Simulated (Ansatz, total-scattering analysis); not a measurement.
**Isotope substitution on H in aqueous CaCl2**

Two samples of aqueous CaCl2 (30 H2O, 2 Ca2+ and 4 Cl-; O 31.2, H 62.5, Ca 2.1, Cl 4.2 atom %; 330 K, fixed volume (mean pressure 0.9 GPa); ρ₀ = 0.0955 Å⁻³) differ only in the isotope of H: D (b = 6.6681 fm) and H (b = -3.7395 fm). Other lengths: O 5.8037, Ca 4.7, Cl 9.5792 fm. The data are simulated by ab initio molecular dynamics with Ansatz (PBE, plane waves, PAW default files, Langevin thermostat, no spin, fixed volume, H with the mass of D). The average runs over 0.68 ps of 96 atoms, so shells between rare elements are rough. Mean temperature 338 K, largest m.s.d. 0.67 Å², energy drift -2 meV an atom (last third less first, no steady trend), Langevin friction 10 ps⁻¹; the first quarter of the run is discarded. Start: last frame of a classical run of this cell at the same density and temperature. So short a stretch relaxes bonds and nearest shells but still remembers its start. It is a liquid that moves slowly on the time of the run as far as so short a run tells. The partials come from the cell's reciprocal vectors below 4 Å⁻¹ and from g(r) above; absorption, incoherent and inelastic scattering are left out. F(Q) = Σ ci cj bi bj (Sij − 1), in barn per steradian and atom:

```tsv
Q (Å⁻¹)	2H	1H	difference
0.9	-0.339	-0.200	-0.139
1.2	-0.282	-0.178	-0.105
1.5	-0.146	-0.176	0.031
1.8	0.255	-0.170	0.425
2.1	0.309	-0.150	0.459
2.4	0.159	-0.100	0.259
2.7	0.052	-0.026	0.078
3.0	-0.061	0.032	-0.094
3.3	-0.088	0.049	-0.137
3.6	-0.066	0.023	-0.090
3.9	-0.047	-0.006	-0.041
4.2	-0.039	0.014	-0.053
4.5	-0.058	0.051	-0.108
4.8	-0.081	0.068	-0.149
5.1	-0.089	0.064	-0.152
5.4	-0.081	0.058	-0.139
5.7	-0.058	0.050	-0.108
6.0	-0.021	0.027	-0.047
6.3	0.014	-0.004	0.018
6.6	0.025	-0.023	0.047
6.9	0.016	-0.029	0.045
7.2	0.012	-0.034	0.046
7.5	0.023	-0.038	0.061
7.8	0.044	-0.036	0.080
8.1	0.063	-0.032	0.096
8.4	0.073	-0.028	0.101
8.7	0.066	-0.021	0.087
9.0	0.046	-0.010	0.056
9.3	0.023	0.000	0.023
9.6	0.004	0.007	-0.004
9.9	-0.016	0.013	-0.029
10.2	-0.036	0.017	-0.053
10.5	-0.051	0.019	-0.069
10.8	-0.055	0.018	-0.073
```

The first difference in real space, ΔG(r), in barn (from the pair functions, so without the broadening of a finite Q range):

```
r (Å)  first difference G(r)
 0.50                 -0.418
 0.58                 -0.418
 0.66                 -0.418
 0.74                 -0.418
 0.82                 -0.418
 0.90                 -0.179
 0.98                  6.933
 1.06                  0.522
 1.14                 -0.399
 1.22                 -0.418
 1.30                 -0.417
 1.38                 -0.408
 1.46                 -0.288
 1.54                  0.033
 1.62                  0.022
 1.70                 -0.131
 1.78                 -0.163
 1.86                 -0.196
 1.94                 -0.195
 2.02                 -0.157
 2.10                 -0.114
 2.18                 -0.070
 2.26                 -0.120
 2.34                 -0.105
 2.42                 -0.170
 2.50                 -0.203
 2.58                 -0.217
 2.66                 -0.203
 2.74                 -0.175
 2.82                 -0.130
 2.90                 -0.049
 2.98                  0.023
 3.06                  0.088
 3.14                  0.122
 3.22                  0.142
 3.30                  0.120
 3.38                  0.115
 3.46                  0.096
 3.54                  0.079
```

**Question.** Which pairs survive in the difference, and what is the first shell of H?

Pairs without H cancel. ΔG(r) = Σ W [g(r) − 1] with W = 2 c(H) c(j) b(j) Δb, and c(H)² (b₁² − b₂²) for H–H: H–O 0.2359, H–H 0.1191, H–Ca 0.0127, H–Cl 0.0519 barn. At small r, ΔG → −ΣW = -0.420; in this finite cell the H–H term carries (N − 1)/N with N = 60 atoms of H, which gives -0.418.

The first feature, at 0.99 Å, is H–O. n = 4πρ₀ c(O)/W ∫ r² [ΔG − ΔG(0)] dr up to 1.26 Å gives 1.0 O around each H; the coordinates give 1.00 up to 1.26 Å.

Shells of H from the coordinates: O–H at 0.99 Å, 1.0 neighbours to 1.26 Å; H–H at 1.56 Å, 1.0 neighbours to 1.84 Å; H–Cl at 2.17 Å, 0.4 neighbours to 2.94 Å (first peaks with a usable minimum only). Counts average over all H, whatever molecule they sit on, and second peaks of a pair (H two bonds away, hydrogen bonds) add features between 1.5 and 2.5 Å that aren't listed. The structure is taken to be the same for both isotopes, which holds least well for H and D.

[Logs are printed without paths, hosts, clocks, repeated set-up lines and the standing remarks that a program may print on its own settings, such as how far it seeks lower states.]
